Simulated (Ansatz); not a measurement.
Planning a GW calculation on ZnWO4 (P2/c).

```
Zn W O
1.0
     4.69860    0.00000    0.00000
     0.00000    5.72930    0.00000
    -0.05299    0.00000    4.93642
Zn W O
2 2 8
Direct
  0.50000 0.68400 0.25000
  0.50000 0.31600 0.75000
  0.00000 0.18258 0.25000
  0.00000 0.81742 0.75000
  0.21690 0.10510 0.93630
  0.78310 0.10510 0.56370
  0.78310 0.89490 0.06370
  0.21690 0.89490 0.43630
  0.25650 0.37770 0.39960
  0.74350 0.37770 0.10040
  0.74350 0.62230 0.60040
  0.25650 0.62230 0.89960
```

The cell and positions come from the Crystallography Open Database and are kept as given unless a step says otherwise. Spin-orbit coupling is left out unless a run names it.

Runs so far (Ansatz 0.2.0, start LDA, hard PAW files, 4×4×4 mesh). Times are wall times on 1 × NVIDIA H100 80GB HBM3 (shared by 3 runs) with 4 threads of AMD EPYC 7R13 (Zen 3), shared host, good to a factor of about two.

| bands summed | cutoff (eV) | gap on the mesh (eV) | time |
| --- | --- | --- | --- |
| 420 | 110 | 4.407 | 98 s |
| 862 | 190 | 4.412 | 4.5 min |

Q: What should the next rung give, with 1410 bands and screening to 270 eV, and where is the limit?

The error falls about as one over the bands when the cutoff rises with them. A line through the two highest rungs given predicts 4.414 eV; the run gave 4.445 eV, a miss of 0.032 eV, so the law fails here: the steps don't follow it yet. The two highest rungs put the limit near 4.498 eV, the pair below near 4.416 eV; neither can be trusted until a further rung is run.

Gaps are over the mesh's points; an edge off the mesh would be missed. Limits: not at the basis limit; d shell near the gap, gap tends to lie low; no spin-orbit coupling.

[Paths, hosts, dates, memory and timing lines, banners, echoed tables and standing remarks are left out of the program output.]

[Logs are printed without paths, hosts, clocks, repeated set-up lines and the standing remarks that a program may print on its own settings, such as how far it seeks lower states.]

[Runs of the session that timed out or met a known fault of the program may be left out.]

[Cells called generated may have been cut or substituted from an entry of the Crystallography Open Database or the Materials Project.]

[Hosts, paths, dates, database ids (printed as entryN), source tags and the programs' standing remarks are cut or masked in the printed files.]
